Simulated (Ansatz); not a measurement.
## How TiC (Fm-3m) expands on warming

How much does TiC expand with temperature?

Experimental results on record:
- heat capacity C_P per formula unit 33.9 J/mol/K near room temperature (given in “High-Throughput Prediction of Finite-Temperature Properties using the Quasi-Harmonic Approximation”, 2016, arXiv:1603.06924)

Method: DFT PBEsol, scalar-relativistic, plane waves, PAW, in Ansatz 0.2.0.

The database entry behind the starting cell differs from later determinations by our own check (0.1 to 0.3 % short, probably kX units), so it need not match the best structure at ambient conditions.

**1. Starting point**

Symmetry: Fm-3m, No. 225, cubic system. The conventional cell has a = 4.319 Å, b = 4.319 Å, c = 4.319 Å, α = 90.00°, β = 90.00°, γ = 90.00°. Ti has 6 C at 2.16 Å nearest. C has 6 Ti at 2.16 Å nearest. Farther neighbours are not listed.

**2. A first coarse run**

A cheap single point shows whether the cell is a metal or an insulator and how far it is from rest; that sets the k-mesh and the occupations of what follows.

Input file input.yaml:

```yaml
crystal:
  lattice:
    - [0.0, 2.1593, 2.1593]
    - [2.1593, 0.0, 2.1593]
    - [2.1593, 2.1593, 0.0]
  atoms:
    - { symbol: Ti, position: [0.0, 0.0, 0.0] }
    - { symbol: C, position: [0.5, 0.5, 0.5] }
kpoints:
  mp_grid: { grid: [8, 8, 8] }
hamiltonian:
  xc: pbesol
scf:
  occupations: { method: gaussian, width: 0.1 }
  lower_state_search: "off"
output:
  forces: true
  stress: true
  eigenvalues: true
```

The run is started by

```bash
$ ansatz run input.yaml --threads 8 --pin off --max-ram 16384MiB --backend cpu --events-out ev --progress --plain --runs-dir out
```

Numbers of over 12 decimals in the logs are rounded to 6 here.

The program printed:

```text
Engine: ansatz 0.2.0, aarch64-unknown-linux-gnu
Pseudopotentials: kind: paw
Pseudopotential: Ti, paw, valence charge 12, recommended cutoff 420 eV (normal), Ti.paw.azcp
Pseudopotential: C, paw, valence charge 4, recommended cutoff 420 eV (normal), C.paw.azcp
Functional definition: PBEsol
  exchange = pbesol_x
  correlation = pbesol_c
Crystal: 2 atoms, lattice volume = 20.136 Å³
Basis set: ecut = 420 eV, 411 PW (Γ), exchange–correlation on 48×48×48 points (8 copies of the dense FFT grid, shifted against one another)
Bands: 12, of which v1, the nominal top of the filled ones, is band 8 counted from 1 (7 counted from 0)
Symmetry: 48 space group operations
Space group: Fm-3m (ITA 225), of the structure as read, at distance tolerance 2.7e-5 Å
k-points: 29 of 512
Non-local potential: Ti, projectors of the file, l = 0: 3, l = 1: 2, l = 2: 3, l = 3: 1
Non-local potential: C, projectors of the file, l = 0: 2, l = 1: 2, l = 2: 1
PAW form: soft (Blöchl's): semilocal exchange-correlation on the pseudo side does not see the compensation charge
PAW frozen core: Ti, regenerated for the run's functional, and the local potential with it (the file was generated under x = pbe(κ = 0.804, μ = 0.219515), c = pbe(β = 0.066725))
PAW frozen core: C, regenerated for the run's functional, and the local potential with it (the file was generated under x = pbe(κ = 0.804, μ = 0.219515), c = pbe(β = 0.066725))
PAW one-centre angular grid: Ti, 590 points (default); XC on 64 Gauss nodes
PAW one-centre angular grid: C, 110 points (default); XC on 64 Gauss nodes
Initial density: superposition of atomic densities (neutral atoms: chi_scale 0, normalization atom), corrected by the library's trained network
Initial wavefunctions: pseudopotential atomic-orbital guess
Functional: x = pbesol(κ = 0.804, μ = 0.123457), c = pbesol(β = 0.046)
SCF iter   1: F=—  HF=-2722.418260 eV  |F-HF|=—  |Δ(HF+E_count)|=         —  Δρ=1.02e-2  dr2=2.33e-2  ethr=1.77e-3  ⟨swp⟩=4.4  Hψ=1730  notcnv=0
preconditioner: auto → none  [insulator: Δε(μ)=0.188 eV  Ē_g=7.917 eV  σ=0.100 eV  W_gap=0.57  n_scr=8 (ndim 8)  ℏωp=23.4 eV  f_vac=0.000  D(μ)=0.36/eV (n_scr^D=0)  ε∞_Penn≈9.7]
SCF iter   2: F=—  HF=-2722.413111 eV  |F-HF|=—  |Δ(HF+E_count)|=   5.15e-3  Δρ=3.70e-3  dr2=3.28e-3  ethr=1.46e-4  ⟨swp⟩=1.2  Hψ=589  notcnv=0
SCF iter   3: F=—  HF=-2722.412540 eV  |F-HF|=—  |Δ(HF+E_count)|=   5.71e-4  Δρ=6.19e-4  dr2=7.56e-5  ethr=2.05e-5  ⟨swp⟩=2.0  Hψ=391  notcnv=0  defer=2
SCF iter   4: F=—  HF=-2722.412527 eV  |F-HF|=—  |Δ(HF+E_count)|=   1.26e-5  Δρ=8.31e-5  dr2=7.57e-7  ethr=4.72e-7  ⟨swp⟩=2.0  Hψ=390  notcnv=0  defer=2
iter 5 did not close the SCF: its close was put off for the readings that it lacked (scf_convergence_deferred on its scf_iter line)
SCF iter   5: F=-2722.412527 eV  HF=-2722.412527 eV  |F-HF|=1.20e-8  |Δ(HF+E_count)|=   2.31e-7  Δρ=1.25e-5  dr2=2.40e-8  ethr=4.73e-9  ⟨swp⟩=2.1  Hψ=452  notcnv=0  defer=2
SCF iter   6: F=-2722.412527 eV  HF=-2722.412527 eV  |F-HF|=1.59e-10  |Δ(HF+E_count)|=  4.21e-10  Δρ=1.08e-6  dr2=2.17e-10  ethr=1.50e-10  ⟨swp⟩=2.1  Hψ=1126  notcnv=0
SCF 1 converged in 6 iterations: F = -2722.412527 eV  dr2 = 2.17e-10
  greatest PAW one-centre occupation: 0.999 electrons in one spin orbital (limit 2), on the Ti atom at site 0 (counted from 0), in its partial waves of l = 0
SCF converged after 6 iterations
Free energy (F): -2722.412527 eV
Harris-Foulkes:  -2722.412527 eV  (|F-HF|=1.59e-10)
Internal energy: -2722.410678 eV  (E = F + TS)
E sigma→0 (E₀):  -2722.411603 eV
Entropy (-TS):   -0.001849 eV (-0.925 meV/atom)
Fermi energy:    14.688530 eV
--- Per-component energies (eV) ---
  E_band       = -108.766999
  E_kinetic    = 362.118587
  E_local      = -770.143018  (includes V_loc(G=0)·N_el)
  E_nonlocal   = 33.255588
  E_hartree    = 312.239112
  E_xc         = -146.392176
  E_vxc        = -183.511364  (∫ρ·V_xc dr)
  E_paw        = -1116.243774  (= ΣΔE_a)
  E_vpaw       = -174.965110  (= ΣTr[D̂ρ^β])
  E_aug_tail   = 0.000135  (compensation charges beyond the density's cutoff)
  E_ewald      = -1397.405618
  E_core_change = 0.160485  (= ΣΔE_core)
  E_smearing   = -0.001849  (= −TS)
  E_closure    = 0.000000  (closes the sum)
  Σ components = -2722.412527   (vs F -2722.412527, Δ=0.00e0)
--- Forces (eV/Å), atoms counted from 1 ---
  atom   1  Ti    -0.00000000     0.00000000     0.00000000
  atom   2  C      0.00000000    -0.00000000    -0.00000000
  max |Σ_I F_I| component: 2.83e-30 eV/Å
--- Stress (GPa, compression-positive) ---
       -4.534522       0.000000       0.000000
       -0.000000      -4.534522      -0.000000
       -0.000000      -0.000000      -4.534522
  P = ⅓ Tr σ = -4.5345 GPa (-45.345 kbar)
--- Band table (eV; the first three rows and the last of 29) ---
  k-point 0: bands = [... 4 lower, 2.3196, 15.4060, 15.4060, 15.4060, 16.4493, 16.4493, 16.4493, 16.4921]
  k-point 1: bands = [... 4 lower, 2.6760, 14.0851, 14.4517, 14.4517, 15.8415, 15.8415, 17.0147, 18.5717]
  k-point 2: bands = [... 4 lower, 3.6568, 11.9700, 13.0253, 13.0253, 16.5119, 16.5119, 17.6012, 20.6811]
  k-point 28: bands = [... 4 lower, 5.2544, 11.5546, 11.5546, 12.0076, 17.5630, 17.5630, 18.3204, 19.9924]
```

Elapsed: 0.28 s, on 8 threads of Arm Neoverse V2, shared host; peak memory 0.28 GiB.

This step gave:

| Quantity | Value |
| --- | --- |
| pressure | -4.535 GPa |
| volume per atom | 10.07 Å³/atom |
| gap on the k-mesh | 0 eV |

The start is under -4.5 GPa at this level and looks like a metal on this mesh.

**3. Finding the static equilibrium**

The vibrations must be taken about the equilibrium of this functional, not about the starting cell, so the structure is relaxed.

input.yaml, as its differences from that of step 2:

```diff
@@ -9,3 +9,3 @@
 kpoints:
-  mp_grid: { grid: [8, 8, 8] }
+  mp_grid: { grid: [16, 16, 16] }
 hamiltonian:
@@ -19 +19,6 @@
   eigenvalues: true
+relax:
+  adjacent_minimum: "off"
+  f_tol: 0.005
+  max_steps: 80
+  cell: { stress_tol: 0.05 }
```

The program printed:

```text
[...]
Crystal: 2 atoms, lattice volume = 20.136 Å³
Basis set: ecut = 420 eV, 411 PW (Γ), exchange–correlation on 48×48×48 points (8 copies of the dense FFT grid, shifted against one another)
Bands: 12, of which v1, the nominal top of the filled ones, is band 8 counted from 1 (7 counted from 0)
Symmetry: 48 space group operations
[...]
k-points: 145 of 4096
[...]
SCF iter   1: F=—  HF=-2722.420580 eV  |F-HF|=—  |Δ(HF+E_count)|=         —  Δρ=1.05e-2  dr2=2.50e-2  ethr=1.77e-3  ⟨swp⟩=4.3  Hψ=8658  notcnv=0
[...]
SCF iter   6: F=-2722.414459 eV  HF=-2722.414459 eV  |F-HF|=4.55e-13  |Δ(HF+E_count)|=   1.79e-9  Δρ=4.82e-7  dr2=1.86e-11  ethr=6.77e-11  ⟨swp⟩=2.0  Hψ=5185  notcnv=0
SCF 1 converged in 6 iterations: F = -2722.414459 eV  dr2 = 1.86e-11
[...]
relax step   1: F+E_penalty+E_count = -2722.41445866 eV  Δ(F+E_penalty+E_count) = +0.000e0 eV  max|allowed force component| = 2.353e-29 eV/Å  Δτ_max = 0.0000 Å  P = -4.559 GPa  Ω = 20.136 Å³  (6 SCF iters, dr2 threshold 1.00e-7 eV, accepted)
Crystal: 2 atoms, lattice volume = 19.826 Å³
Basis set: ecut = 420 eV, 387 PW (Γ), exchange–correlation on 48×48×48 points (8 copies of the dense FFT grid, shifted against one another)
[...]
iter 1 solved again at ethr=2.28e-5 eV; its pass at ethr=3.10e-3 eV (dr2=3.65e-3 eV) is discarded
[...]
SCF iter   6: F=-2722.419959 eV  HF=-2722.419959 eV  |F-HF|=7.73e-12  |Δ(HF+E_count)|=  6.82e-11  Δρ=2.65e-7  dr2=7.93e-12  ethr=1.00e-12  ⟨swp⟩=1.0  Hψ=5272  notcnv=0
SCF 2 converged in 6 iterations: F = -2722.419959 eV  dr2 = 7.93e-12
relax step   2: F+E_penalty+E_count = -2722.41995889 eV  Δ(F+E_penalty+E_count) = -5.500e-3 eV  max|allowed force component| = 1.223e-29 eV/Å  Δτ_max = 0.0000 Å  P = -0.538 GPa  Ω = 19.826 Å³  energy of the carried Pulay correction = +5.148e-4 eV  (6 SCF iters, dr2 threshold 2.00e-7 eV, accepted)
Crystal: 2 atoms, lattice volume = 19.785 Å³
[...]
SCF iter   6: F=-2722.420094 eV  HF=-2722.420094 eV  |F-HF|=4.55e-13  |Δ(HF+E_count)|=  1.36e-12  Δρ=4.93e-8  dr2=4.00e-13  ethr=1.00e-12  ⟨swp⟩=1.0  Hψ=4060  notcnv=0
SCF 3 converged in 6 iterations: F = -2722.420094 eV  dr2 = 4.00e-13
relax step   3: F+E_penalty+E_count = -2722.42009389 eV  Δ(F+E_penalty+E_count) = -1.350e-4 eV  max|allowed force component| = 7.560e-31 eV/Å  Δτ_max = 0.0000 Å  P = +0.014 GPa  Ω = 19.785 Å³  energy of the carried Pulay correction = +5.830e-4 eV  (6 SCF iters, dr2 threshold 2.00e-7 eV, accepted)
[...]
SCF iter   8: F=-2722.419545 eV  HF=-2722.419545 eV  |F-HF|=4.55e-13  |Δ(HF+E_count)|=    0.00e0  Δρ=2.22e-10  dr2=7.90e-18  ethr=1.00e-12  ⟨swp⟩=1.9  Hψ=4305  notcnv=0
SCF 4 converged in 8 iterations: F = -2722.419545 eV  dr2 = 7.90e-18
relax step   4: F+E_penalty+E_count = -2722.41954507 eV  Δ(F+E_penalty+E_count) = +5.488e-4 eV  max|allowed force component| = 3.320e-30 eV/Å  Δτ_max = 0.0000 Å  P = -0.023 GPa  Ω = 19.785 Å³  stress off target by 2.32e-2 GPa  SCF on the basis re-selected at this cell (its energy is not comparable with the rows above)  (8 SCF iters)
basis re-selected at this cell: Δ(F+E_penalty+E_count) = +5.488e-4 eV, ΔP = -0.037 GPa vs the last step (what re-selecting the basis moved, of the pressure what is left beyond the Pulay correction that the steps carried, after the strain that the cell walked since its last selection, with what the two solves' SCF thresholds leave and, on support functions, any second-order correction that the steps lacked; it is no m [...]
SCF converged after 8 iterations
Free energy (F): -2722.419545 eV
[...]
Internal energy: -2722.417594 eV  (E = F + TS)
E sigma→0 (E₀):  -2722.418570 eV
Entropy (-TS):   -0.001951 eV (-0.975 meV/atom)
Fermi energy:    15.028510 eV
[...]
--- Stress (GPa, compression-positive) ---
       -0.023234      -0.000000       0.000000
       -0.000000      -0.023234      -0.000000
       -0.000000      -0.000000      -0.023234
  P = ⅓ Tr σ = -0.0232 GPa (-0.232 kbar)
--- Band table (eV; the first three rows and the last of 145) ---
  k-point 0: bands = [... 4 lower, 2.5424, 15.7182, 15.7182, 15.7182, 16.7738, 16.7738, 16.7738, 16.8366]
  k-point 1: bands = [... 4 lower, 2.6350, 15.2683, 15.5221, 15.5221, 16.0955, 16.0955, 17.0184, 17.8472]
  k-point 2: bands = [... 4 lower, 2.9067, 14.3754, 14.7461, 14.7461, 16.1652, 16.1652, 17.3605, 18.9482]
  k-point 144: bands = [... 4 lower, 5.5091, 11.8264, 11.8264, 12.2699, 17.9286, 17.9286, 18.7161, 20.4487]
--- Relaxed structure (3 steps of the walk, 3 accepted, 1 SCFs on fresh bases) ---
  F+E_penalty+E_count = -2722.41954507 eV   max|allowed force component| = 3.320e-30 eV/Å   (the final SCF, on the basis selected at the relaxed cell)
  cell:  # Å, volume = 19.7848 Å³
    - [0, 2.146678, 2.146678]
    - [2.146678, 0, 2.146678]
    - [2.146678, 2.146678, 0]
  atoms:
    - { symbol: Ti, position: [0, 0, 0] }
    - { symbol: C, position: [0.5, 0.5, 0.5] }
```

Run time: 1.8 s. Hardware: 8 threads; peak memory 0.36 GiB.

Relaxation path:

```
step  energy less that of the first step (eV)  largest force component (eV/Å)  pressure (GPa)  volume (Å³)
   1                                   0.0000                          0.0000           -4.56        20.14
   2                                  -0.0055                          0.0000           -0.54        19.83
   3                                  -0.0056                          0.0000            0.01        19.78
  4*                                  -0.0051                          0.0000           -0.02        19.78
```

Relaxation steps marked * repeat the geometry before them on a plane-wave basis chosen anew for their cell, so energy and pressure can jump there.

Forces are held to the 48 operations that the run works with; a distortion that breaks them can't arise in this run.

```
conventional cell, symmetrised  before  after  change
                         a (Å)   4.319  4.293  -0.6 %
                         b (Å)   4.319  4.293  -0.6 %
                         c (Å)   4.319  4.293  -0.6 %
              volume (Å³/atom)   10.07   9.89  -1.7 %
```

Final coordinates:

```cif
data_structure
_symmetry_space_group_name_H-M 'P 1'
_symmetry_Int_Tables_number 1
_cell_length_a 3.0359
_cell_length_b 3.0359
_cell_length_c 3.0359
_cell_angle_alpha 60.000
_cell_angle_beta 60.000
_cell_angle_gamma 60.000
_cell_volume 19.78
loop_
_atom_site_label
_atom_site_type_symbol
_atom_site_fract_x
_atom_site_fract_y
_atom_site_fract_z
_atom_site_occupancy
Ti1 Ti 0.00000 0.00000 0.00000 1
C2 C 0.50000 0.50000 0.50000 1
```

Numbers from this step:

```
pressure        : -0.02323 GPa
volume per atom : 9.892 Å³/atom
```

The relaxation ends with a pressure of -0.02 GPa.

**4. Tight relaxation**

The thresholds are tightened for a last relaxation ahead of the phonons, and where mesh or smearing change with them the cell follows.

input.yaml, the sections that differ from step 3:

```yaml
crystal:
  lattice:
    - [0.0, 2.1466778628, 2.1466778628]
    - [2.1466778628, 0.0, 2.1466778628]
    - [2.1466778628, 2.1466778628, 0.0]
  atoms:
    - { symbol: Ti, position: [0.0, 0.0, 0.0] }
    - { symbol: C, position: [0.5, 0.5, 0.5] }
scf:
  occupations: { method: methfessel_paxton, width: 0.2 }
  lower_state_search: "off"
relax:
  adjacent_minimum: "off"
  f_tol: 0.001
  max_steps: 60
  cell: { stress_tol: 0.01 }
# kpoints, hamiltonian, output: as in step 3
```

The program printed:

```text
[...]
Crystal: 2 atoms, lattice volume = 19.785 Å³
Basis set: ecut = 420 eV, 387 PW (Γ), exchange–correlation on 48×48×48 points (8 copies of the dense FFT grid, shifted against one another)
Bands: 12, of which v1, the nominal top of the filled ones, is band 8 counted from 1 (7 counted from 0)
Symmetry: 48 space group operations
[...]
k-points: 145 of 4096
[...]
k-point 144: bands = [... 4 lower, 5.5106, 11.8277, 11.8277, 12.2712, 17.9300, 17.9300, 18.7173, 20.4503]
--- Relaxed structure (2 steps of the walk, 2 accepted, 1 SCFs on fresh bases) ---
[...]
cell:  # Å, volume = 19.7833 Å³
    - [0, 2.146624, 2.146624]
    - [2.146624, 0, 2.146624]
    - [2.146624, 2.146624, 0]
  atoms:
    - { symbol: Ti, position: [0, 0, 0] }
    - { symbol: C, position: [0.500000, 0.500000, 0.500000] }
[key lines of the parts left out:]
SCF converged after 3 iterations
Free energy (F): -2722.418902 eV
Fermi energy:    15.032167 eV
P = ⅓ Tr σ = -0.0028 GPa (-0.028 kbar)
```

It took 1.2 s on 8 threads; peak memory 0.35 GiB.

Little changed from the start: no atom moved by 0.005 Å and no cell edge by 0.1 %.

This step gave:

```
pressure : -0.002844 GPa
```

The residual pressure is -0.0028 GPa, small enough for phonons.

**5. Relaxing at another setting**

The functional, the potentials or the cutoff change, so the crystal is relaxed again at the new setting.

input.yaml, the sections that differ from step 4:

```yaml
crystal:
  lattice:
    - [0.0, 2.1466238395, 2.1466238395]
    - [2.1466238395, 0.0, 2.1466238395]
    - [2.1466238395, 2.1466238395, 0.0]
  atoms:
    - { symbol: Ti, position: [0.0, 0.0, 0.0] }
    - { symbol: C, position: [0.5, 0.5, 0.5] }
basis:
  ecutwfc: 550.0
# kpoints, hamiltonian, scf, output, relax: as in step 4
```

The program printed:

```text
[...]
Crystal: 2 atoms, lattice volume = 19.783 Å³
Basis set: ecut = 550 eV, 561 PW (Γ), exchange–correlation on 48×48×48 points (8 copies of the dense FFT grid, shifted against one another)
Bands: 12, of which v1, the nominal top of the filled ones, is band 8 counted from 1 (7 counted from 0)
Symmetry: 48 space group operations
[...]
k-points: 145 of 4096
[...]
k-point 144: bands = [... 4 lower, 5.5123, 11.8286, 11.8286, 12.2724, 17.9311, 17.9311, 18.7183, 20.4517]
--- Relaxed structure (2 steps of the walk, 2 accepted, 1 SCFs on fresh bases) ---
[...]
cell:  # Å, volume = 19.7816 Å³
    - [0, 2.146565, 2.146565]
    - [2.146565, 0, 2.146565]
    - [2.146565, 2.146565, 0.0]
  atoms:
    - { symbol: Ti, position: [0, 0, 0] }
    - { symbol: C, position: [0.5, 0.5, 0.5] }
[key lines of the parts left out:]
SCF converged after 4 iterations
Free energy (F): -2722.422690 eV
Fermi energy:    15.032988 eV
P = ⅓ Tr σ = -0.0033 GPa (-0.033 kbar)
```

Run time: 1.3 s. Hardware: 8 threads; peak memory 0.4 GiB; 7.7 s of CPU time.

Little changed from the start: no atom moved by 0.005 Å and no cell edge by 0.1 %.

This step gave:

```yaml
pressure: -0.003289 GPa
volume_per_atom: 9.891 Å³/atom
```

The residual pressure is -0.0033 GPa, small enough for phonons.

(Continued in part 2 of 3.)

[Logs are printed without paths, hosts, clocks, repeated set-up lines and the standing remarks that a program may print on its own settings, such as how far it seeks lower states.]

[Hosts, paths, dates, database ids (printed as entryN), source tags and the programs' standing remarks are cut or masked in the printed files.]

[A step with changed settings may run another functional than the one named; its input shows which.]
